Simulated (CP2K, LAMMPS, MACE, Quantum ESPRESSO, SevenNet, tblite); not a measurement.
# Pressure against volume in glassy 64SiO2-28Al2O3-4SrO-4Li2O (mol %) (88 atoms), tblite GFN1-xTB

Density of this cell: 2.83 g/cm³. The cell holds 88 atoms: 16 Si, 14 Al, 1 Sr, 2 Li and 55 O. Its edges and angles: a = 10.195 Å, b = 10.195 Å, c = 10.195 Å, α = 90.0°, β = 90.0°, γ = 90.0°. 88 atoms (16 Si, 14 Al, 1 Sr, 2 Li, 55 O) placed at random at 2.58 g/cm³, melted at 4000 K for 10 ps at fixed volume with the Morse and Coulomb pair potential with partial charges (Pedone, Malavasi, Menziani, Cormack and Segre, J. Phys. Chem. B 110, 11780 (2006)). Quenched from 4000 K to 300 K at 200 K/ps and fixed volume, held 10 ps at zero pressure. Then the atoms were relaxed with SevenNet 0 in the fixed cell.

Calculated with tblite 0.8.0: tblite GFN1-xTB, tight binding with its own dispersion term; k-points Γ. The unchanged cell has V0 = 12.043 Å³ an atom and P0 = -3.028 GPa. It is scaled evenly, and SevenNet 0 relaxes the atoms at each volume before the single point.

| volume (Å³/atom) | pressure (GPa) |
| --- | --- |
| 11.320 | -0.6983 |
| 11.682 | -1.425 |
| 12.404 | ? |
| 12.765 | -5.546 |

Task: Fit a second-order expansion in ln V to the rows given and interpolate to the withheld row.

Worked fit:

To second order in u = ln(V/V0), P = P0 − B u + ½ B B′ u², with B the bulk modulus at V0 and B′ its pressure derivative. So v = (P − P0)/u is a line in u, with intercept −B and slope ½ B B′.

| u | v (GPa) |
| --- | --- |
| -0.0618754 | -37.6547 |
| -0.0304592 | -52.6278 |
| 0.0582689 | -43.2134 |

With n = 3: mean u = -0.0113552, mean v = -44.4986, Σ(u − ū)² = 0.0077648, Σ(u − ū)(v − v̄) = -0.10098. Slope b = -0.10098 / 0.0077648 = -13.005; intercept a = v̄ − b ū = -44.646.

So B = 44.6 GPa and B′ = 2b/B = -0.58. At the withheld volume u = 0.02956, v = a + b u = -45.03 GPa, and P = P0 + u v.

Prediction at 12.404: -4.359 GPa. The run gave -4.399 GPa, so the fit is high by 0.039 GPa (0.89 % of the value).

B′ = -0.58 rests on three points. Among the rows given, the largest miss of the fit is at 11.320, by 0.38 GPa (7.9 % of the range of the table).

Limits: Static cells at zero temperature, with the cell shape held. The atoms follow SevenNet 0, not this level's own minimum.

[Hosts, paths, dates, database ids (printed as entryN), source tags and the programs' standing remarks are cut or masked in the printed files.]
